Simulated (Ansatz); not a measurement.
# NiSb (P6_3/mmc): the Drude term of Re ε in the infrared

Re ε of NiSb (P6_3/mmc) along x at low photon energies is read from one computed spectrum; the carriers' damping was typed as γ = 0.05 eV. x, y and z are the Cartesian axes of the input cell.

The structure is hexagonal, space group P6_3/mmc (No. 194). Conventional cell: a = 3.928 Å, b = 3.928 Å, c = 5.120 Å, α = 90.00°, β = 90.00°, γ = 120.00°. Sb on site c is surrounded by 6 Ni at 2.60 Å. Ni on site a has 2 Ni at 2.56 Å and 6 Sb at 2.60 Å as nearest neighbours.

Method: Ansatz 0.2.0, LDA, independent particles, k-mesh 12×12×8 with interpolation inside its cells, Gaussian parameter 0.1 eV.

Launch of the response step: `ansatz run input.yaml --threads 4 --pin off --max-ram 8192MiB --backend cpu --events-out ev --progress --plain --runs-dir out`. The run took 4.1 min, on 4 threads of Intel(R) Xeon(R) Processor @ 2.50GHz (Skylake/Cascade Lake) (shared host).

```
photon energy E (eV)  wavelength (µm)    Re ε
                0.25             4.96  -568.9
                0.30             4.13  -384.2
                0.35             3.54  -276.9
                0.40             3.10  -212.7
                0.50             2.48       ?
                0.60             2.07  -109.6
                0.70             1.77   -80.6
```

A Drude term over a constant background gives Re ε = ε_b − ωp²/(E² + γ²), linear in 1/(E² + γ²).

Working, on the rows shown:

| x = 1/(E² + γ²) (eV⁻²) | y = Re ε |
| --- | --- |
| 15.3846 | -568.9 |
| 10.8108 | -384.2 |
| 8 | -276.9 |
| 6.15385 | -212.7 |
| 2.75862 | -109.6 |
| 2.03046 | -80.6 |

Means: x̄ = 7.5231, ȳ = -272.15. Σ(x − x̄)(y − ȳ) = -4612, Σ(x − x̄)² = 127.6. Slope = -4612 / 127.6 = -36.15; intercept = ȳ − slope · x̄ = -0.22829. The line misses the rows shown by at most 13.

Q: What does the fit predict for the withheld row, and how well does it do?

A: At x = 3.9604 the line gives y = -143.38. The run gave -146.6, so the interpolation is off by 3.2, 0.7 % of the range in the table.

Refitted with all rows, the slope is -36.07 and the intercept -1.1872. These give ωp = √(−slope) = 6.01 eV, against 6.52 eV from the program's Fermi-surface sum, and an intercept of -1.2. Taking the program's Drude term off the rows leaves 86 at the lowest energy and 6 at the highest, so the background isn't constant: interband transitions lie in or near the window, and neither fitted number can be trusted. The cell comes from an older database entry, whose edges can be off by a per cent or so. The values come from a sum over the points of one k-mesh and carry its error, which is largest for Fermi-surface quantities. Spin-orbit coupling is left out.

[Logs are printed without paths, hosts, clocks, repeated set-up lines and the standing remarks that a program may print on its own settings, such as how far it seeks lower states.]
